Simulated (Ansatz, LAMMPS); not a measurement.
**Glassy 61Al2O3-39P2O5 (mol %) (104 atoms): a short ab initio trajectory**

How do the atoms of glassy 61Al2O3-39P2O5 (mol %) (104 atoms) move, and what local order do they keep?

Method: Kohn-Sham DFT, PBE, PAW (set soft_2), plane waves, in Ansatz 0.2.0.

## Step 1: Set-up

The cell holds 104 atoms: 22 Al, 14 P and 68 O. Its edges and angles: a = 10.807 Å, b = 10.807 Å, c = 10.807 Å, α = 90.0°, β = 90.0°, γ = 90.0°. 104 atoms (22 Al, 14 P, 68 O) placed at random at 2.66 g/cm³, melted at 4000 K for 10 ps at fixed volume with the Morse and Coulomb pair potential with partial charges (Pedone, Malavasi, Menziani, Cormack and Segre, J. Phys. Chem. B 110, 11780 (2006)). Quenched from 4000 K to 300 K at 50 K/ps and fixed volume, held 10 ps at zero pressure.

Limits known from the start: The quench rate of 50 K/ps is many orders above laboratory rates, so the cell is likely richer in defects and strain than a real sample. The starting topology of bonds comes from the classical model. Only the Γ point is sampled, in a cell whose shortest periodic width is 11 Å.

## Step 2: Dynamics at 600 K

A Nosé–Hoover thermostat steers the temperature while disturbing the dynamics little. The time step is 1.0 fs.

The input, input.yaml:

```yaml
crystal:
  lattice:
    - [10.80682, 0.0, 0.0]
    - [0.0, 10.80682, 0.0]
    - [0.0, 0.0, 10.80682]
  atoms:
    - { symbol: Al, position: [0.1666, 0.14787, 0.24229] }
    - { symbol: Al, position: [0.87928, 0.98925, 0.90526] }
    - { symbol: Al, position: [0.55401, 0.47186, 0.00779] }
    - { symbol: Al, position: [0.96797, 0.77766, 0.11205] }
    [... 94 atom lines left out ...]
    - { symbol: O, position: [0.7473, 0.35732, 0.64764] }
    - { symbol: O, position: [0.89002, 0.71328, 0.61543] }
    - { symbol: O, position: [0.58753, 0.22539, 0.75557] }
    - { symbol: O, position: [0.36498, 0.82463, 0.13082] }
    - { symbol: O, position: [0.59363, 0.12958, 0.13456] }
    - { symbol: O, position: [0.14348, 0.29143, 0.92791] }
kpoints:
  mp_grid: { grid: [1, 1, 1] }
hamiltonian:
  xc: pbe
scf:
  occupations: { method: fixed }
output:
  forces: true
md:
  timestep: 1.0
  n_steps: 200
  ensemble: nvt_nose_hoover
  temperature: 600
  initial_velocities: maxwell_boltzmann
  seed: 2346
```

Run with:

```sh
ansatz run input.yaml --threads 4 --pin off --max-ram 8192MiB --backend cpu --events-out ev --progress --plain --runs-dir out
```

Wall time 11 min (4 threads of Intel Xeon 6975P-C (Granite Rapids), shared host); peak memory 1.6 GiB.

The program notes that it switched symmetry off.

The trajectory, sampled:

```
time (fs)  T (K)  potential (meV/atom)  conserved (meV/atom)
      0.0    600                   0.0                  0.00
     13.0    682                 -10.6                 -0.04
     27.0    576                   2.8                  0.01
     40.0    610                  -1.9                  0.00
     53.0    677                 -10.8                 -0.02
     67.0    606                  -2.4                  0.00
     80.0    635                  -6.9                 -0.02
     93.0    576                  -0.3                  0.00
    107.0    679                 -14.7                 -0.04
    120.0    614                  -7.8                 -0.04
    133.0    588                  -6.1                 -0.05
    147.0    659                 -17.2                 -0.07
    160.0    454                   7.2                  0.00
    173.0    572                  -9.5                 -0.06
    187.0    598                 -14.7                 -0.05
    200.0    555                 -10.7                 -0.03
```

Mean square displacement from the first frame to the last: Al 0.14 Å², P 0.093 Å², O 0.22 Å².

The mean square displacement by time lag:

```
time lag (fs)  Al (Å²)   O (Å²)   P (Å²)
          1.0   5.7e-5   9.4e-5   4.4e-5
          5.0  0.00139  0.00231  0.00105
          9.0  0.00432  0.00712  0.00317
         13.0  0.00849   0.0138  0.00593
         21.0   0.0187   0.0296   0.0116
         25.0   0.0239   0.0376   0.0142
         29.0   0.0288   0.0455   0.0165
         34.0   0.0341   0.0550   0.0193
         38.0   0.0377   0.0622   0.0214
         42.0   0.0409   0.0691   0.0233
         46.0   0.0437   0.0755   0.0252
         54.0   0.0494   0.0873   0.0289
         58.0   0.0525   0.0931   0.0312
         62.0   0.0558   0.0990   0.0339
         67.0   0.0602    0.107   0.0377
         71.0   0.0638    0.113   0.0408
         75.0   0.0674    0.120   0.0438
         79.0   0.0710    0.126   0.0465
         87.0   0.0776    0.138   0.0514
         91.0   0.0806    0.144   0.0539
         95.0   0.0834    0.150   0.0565
        100.0   0.0869    0.157   0.0597
```

Over the second half of 200 fs the temperature averages 582 K with swings of 56 K r.m.s. The conserved energy stays within 0.08 meV/atom. From first frame to last O has the largest mean square displacement, 0.22 Å² at the end; the farthest move is 1.07 Å. The count of bonds goes from 150 in the first frame to 153 in the last, by one set of cutoffs: 2 pairs passed out of them and 5 came within. The run spans 0.20 ps, too short for its means to be equilibrium values.

## Step 3: Local order late in the run

The g(r) is a mean over the second half; what follows it is taken at the last frame.

Density 2.78 g/cm³, 12.14 Å³ an atom.

Mean of 14 frames. Pair distribution functions g(r), in bins of 0.2 Å:

```
r (Å)  total   O-O  O-Al    O-P  Al-Al  Al-P   P-P
 1.40   0.36  0.00  0.00   2.04   0.00  0.00  0.00
 1.60   2.01  0.00  0.89  10.02   0.00  0.00  0.00
 1.80   1.95  0.00  6.89   0.24   0.00  0.00  0.00
 2.00   0.48  0.00  1.73   0.00   0.00  0.00  0.00
 2.20   0.09  0.03  0.28   0.00   0.00  0.00  0.00
 2.40   0.68  1.52  0.10   0.00   0.05  0.00  0.00
 2.60   1.23  2.71  0.11   0.03   0.55  0.00  0.00
 2.80   0.93  1.81  0.14   0.09   1.33  0.61  0.09
 3.00   1.03  1.41  0.31   0.19   2.02  3.04  2.42
 3.20   0.97  0.78  0.71   0.73   2.41  3.33  0.74
 3.40   0.94  0.64  1.01   1.27   2.00  1.28  0.07
 3.60   0.92  0.74  1.14   1.42   0.43  0.36  0.00
 3.80   1.02  0.71  1.23   1.78   0.53  0.68  0.37
 4.00   1.17  0.76  1.68   1.66   0.55  0.66  1.23
 4.20   1.17  0.83  1.81   1.20   0.71  0.70  1.74
 4.40   1.00  0.83  1.32   0.88   0.83  0.91  1.86
 4.60   1.04  1.04  1.03   0.87   1.06  1.49  1.38
 4.80   1.07  1.33  0.78   0.78   0.81  1.72  0.72
 5.00   1.04  1.38  0.74   0.74   1.23  0.91  0.83
 5.20   1.00  1.25  0.72   0.83   1.26  0.96  0.76
```

Bonds by pair of elements; cutoffs follow the first minimum of g(r), held within bounds set by covalent radii, and pairs that aren't listed don't count as bonded:

```
pair A-B  cutoff (Å)  bonds  mean length (Å)  spread (Å)  shortest (Å)  B about A  A about B
    O-Al        2.38     97             1.84       0.129          1.62       1.43       4.41
     O-P        2.08     56             1.56       0.051          1.48      0.824          4
```

How many atoms have how many bonded neighbours:

```
element  mean  1   2   3   4  5  6
     Al  4.41  0   0   0  14  7  1
      O  2.25  1  49  18   0  0  0
      P     4  0   0   0  14  0  0
```

Bond angles (no mean is given where the spread exceeds 20°):

```
  angle  count  mean (°)  spread (°)
 O-Al-O    169         -           -
  O-P-O     84       109         5.8
 Al-O-P     49       137          13
Al-O-Al     48       116        18.3
  P-O-P      6       139          15
```

Oxygen atoms by the number of network formers (Si, P, Ge, B, Al, As, Ga) bound to them:

```
network formers bound to O  O atoms  per cent
                         0        0         0
                         1        1       1.5
                         2       49      72.1
                         3       18      26.5
```

Network units: each former by its oxygen neighbours and how many of them bridge to another former:

```
former  O neighbours  bridging O  atoms
     P             4           3      1
     P             4           4     13
    Al             4           4     14
    Al             5           5      7
    Al             6           6      1
```

Bond length by coordination (bonds to H left out):

```
element  coordination  atoms  mean bond length (Å)
     Al             4     14                  1.79
     Al             5      7                  1.91
     Al             6      1                  1.97
      O             1      1                  1.48
      O             2     49                  1.67
      O             3     18                  1.87
```

Rings of the network by King's shortest-path rule, up to 12 atoms, one path for each pair of neighbours; H, halogens, alkali and alkaline-earth atoms are left out, and the last column divides by all other atoms, bonded or not:

```
ring size (atoms)  rings  per network atom
                4      8             0.077
                6     11             0.106
                8     26              0.25
               10     30             0.288
               12     30             0.288
```

For some of the pairs, g(r) has its first main peak near 2.5 Å (O-O), 1.8 Å (O-Al), 1.5 Å (O-P), 3.1 Å (Al-Al), 3.1 Å (Al-P) and 3.0 Å (P-P). Counting bonds as in the table, 64 % of Al atoms have 4, 72 % of O atoms have 2 and all P atoms have 4 bonded neighbours. 72 % of the oxygens bridge two formers (P and Al) and 2 % are non-bridging; 26 % join three. The commonest Al unit has 4 oxygens, 4 of them shared with other formers (14 of 22 atoms). Rings of 10 and 12 atoms are the most common (29 % each of those counted); sizes run from 4 to 12, where the search stops.

## Step 4: Single point at the last frame

The last frame is solved once more, with the analyses that the dynamics left out.

The input, input.yaml:

```yaml
crystal:
  lattice:
    - [10.80682, 0.0, 0.0]
    - [0.0, 10.80682, 0.0]
    - [0.0, 0.0, 10.80682]
  atoms:
    - { symbol: Al, position: [0.18251, 0.12522, 0.24488] }
    - { symbol: Al, position: [0.91163, 0.96767, 0.90029] }
    - { symbol: Al, position: [0.55786, 0.46514, 0.00549] }
    - { symbol: Al, position: [0.00375, 0.83123, 0.16205] }
    [... 94 atom lines left out ...]
    - { symbol: O, position: [0.7389, 0.34153, 0.64149] }
    - { symbol: O, position: [0.90894, 0.74811, 0.62072] }
    - { symbol: O, position: [0.59077, 0.21036, 0.77399] }
    - { symbol: O, position: [0.40144, 0.81002, 0.12984] }
    - { symbol: O, position: [0.55501, 0.12165, 0.14107] }
    - { symbol: O, position: [0.14818, 0.30479, 0.91015] }
kpoints:
  mp_grid: { grid: [1, 1, 1] }
hamiltonian:
  xc: pbe
scf:
  occupations: { method: fixed }
output:
  forces: true
  stress: true
  populations: true
  dos:
    method: { smearing: { sigma: 0.08 } }
    de: 0.1
    projected: { site_lists: { Al: [Al], O: [O], P: [P] } }
  eigenvalues: true
  write_density: true
  write_potential: true
  volumetric_format: npy
```

Run time: 11 s. Hardware: 4 threads; peak memory 1.7 GiB; 39 s of CPU time.

Numbers from this run:

```
free energy                                      : -61077.2533 eV
free energy per atom                             : -587.2813 eV/atom
SCF cycles                                       : 9
pressure                                         : 0.4147 GPa
r.m.s. force component                           : 1.096 eV/Å
longest force                                    : 4.046 eV/Å
Fermi energy                                     : 4.302 eV
gap (highest filled to lowest empty level) : 3.438 eV
spilling of the projection                       : 0.01344
```

Neighbours are counted within 2.38 Å (O-Al), 2.08 Å (O-P), the cutoffs taken from the dynamics.

Length of the force by element and coordination:

```
element  coordination  atoms  mean length of the force (eV/Å)  spread  least   most
     Al           all     22                             1.46   0.631  0.203   2.63
     Al             4     14                             1.51   0.570  0.487   2.63
     Al             5      7                             1.32   0.752  0.203   2.60
     Al             6      1                             1.72       0   1.72   1.72
      O           all     68                             1.58    0.85  0.446   4.05
      O             1      1                            0.446       0  0.446  0.446
      O             2     49                             1.60   0.871  0.473   4.05
      O             3     18                             1.57   0.769  0.701   3.18
      P           all     14                             2.52   0.956   1.21   4.00
```

Löwdin charges by element and coordination (they lack the spilled electrons, 0.070 e an atom on average):

```
element  coordination  atoms  mean charge (e)  spread   least    most
     Al           all     22             1.35  0.0353    1.27    1.41
     Al             4     14             1.37  0.0274    1.32    1.41
     Al             5      7             1.32  0.0253    1.27    1.35
     Al             6      1             1.33       0    1.33    1.33
      O           all     68           -0.783  0.0529  -0.902  -0.656
      O             1      1           -0.720       0  -0.720  -0.720
      O             2     49           -0.773  0.0501  -0.902  -0.656
      O             3     18           -0.814   0.048  -0.876  -0.735
      P           all     14             2.20  0.0265    2.15    2.26
```

States in the cell by windows of 1 eV, zero at the Fermi level; the larger projections on atomic orbitals stand beside the total:

```
from (eV)  to (eV)  total   O p
      -14      -13    0.0   0.0
      -13      -12    2.0   1.2
      -12      -11    4.0   2.3
      -11      -10    6.2   3.7
      -10       -9   10.7   6.7
       -9       -8   14.9  10.0
       -8       -7   28.0  19.9
       -7       -6   31.3  22.8
       -6       -5   31.5  24.6
       -5       -4   59.0  50.0
       -4       -3   61.7  55.2
       -3       -2   69.3  64.6
       -2       -1   59.3  56.2
       -1        0   28.0  26.6
        0        1    1.9   1.8
        1        3    0.0   0.0
        3        4    2.0   0.1
        4        5    4.0   0.6
```

The curve was stored every 0.10 eV, coarse against its broadening of 0.08 eV, so these counts are rough.

With fixed occupations the program's Fermi level is the highest filled level; weight inside the gap is the broadening of levels at its edges.

Between -23 and -14 eV lie 136 more states.

The levels nearest the highest filled one (over half full), pooled over k-points and spins:

```
level less the highest filled one (eV)  occupation
                                -0.492           2
                                -0.378           2
                                -0.303           2
                                -0.178           2
                               -0.0656           2
                                     0           2
                                  3.44           0
                                  4.67           0
                                  4.84           0
                                  5.14           0
                                  5.24           0
                                  5.31           0
```

Mean Löwdin charges: Al +1.35, O -0.78, P +2.20 e (they miss 1.3 % of the electrons, so they add up to more than the cell's charge).

## Step 5: Summary of results

- mean temperature, second half: 582.2 K
- temperature swing, second half: 56.29 K
- slope of the conserved energy against time, by least squares: -0.1928 meV/atom/ps
- free energy per atom: -587.2813 eV/atom
- pressure: 0.4147 GPa
- r.m.s. force component: 1.096 eV/Å
- gap (highest filled to lowest empty level): 3.438 eV
- wall time of the 2 DFT runs: 12 min

**Reading.** Over the second half of 200 fs the temperature averages 582 K with swings of 56 K r.m.s. The conserved energy stays within 0.08 meV/atom. The count of bonds goes from 150 in the first frame to 153 in the last, by one set of cutoffs: 2 pairs passed out of them and 5 came within. The run spans 0.20 ps, too short for its means to be equilibrium values. Counting bonds as in the table, 64 % of Al atoms have 4, 72 % of O atoms have 2 and all P atoms have 4 bonded neighbours. 72 % of the oxygens bridge two formers (P and Al) and 2 % are non-bridging; 26 % join three. The highest filled and lowest empty levels differ by 3.44 eV (at Γ alone); a semilocal functional tends to put such gaps too low. In a disordered cell it changes from sample to sample, and tail or defect levels can set it.

What to keep in mind: The network of bonds at the start is that of the classical potential that made the cell; in DFT 2 of its 150 bonded pairs passed out of the cutoffs and 5 came within them. The stress is far from hydrostatic: its diagonal is -1.7, 0.7, 2.2 GPa, compression counted positive. The pressure of a single frame lacks the kinetic term, about 0.66 GPa here.

[Logs are printed without paths, hosts, clocks, repeated set-up lines and the standing remarks that a program may print on its own settings, such as how far it seeks lower states.]

[Hosts, paths, dates, database ids (printed as entryN), source tags and the programs' standing remarks are cut or masked in the printed files.]
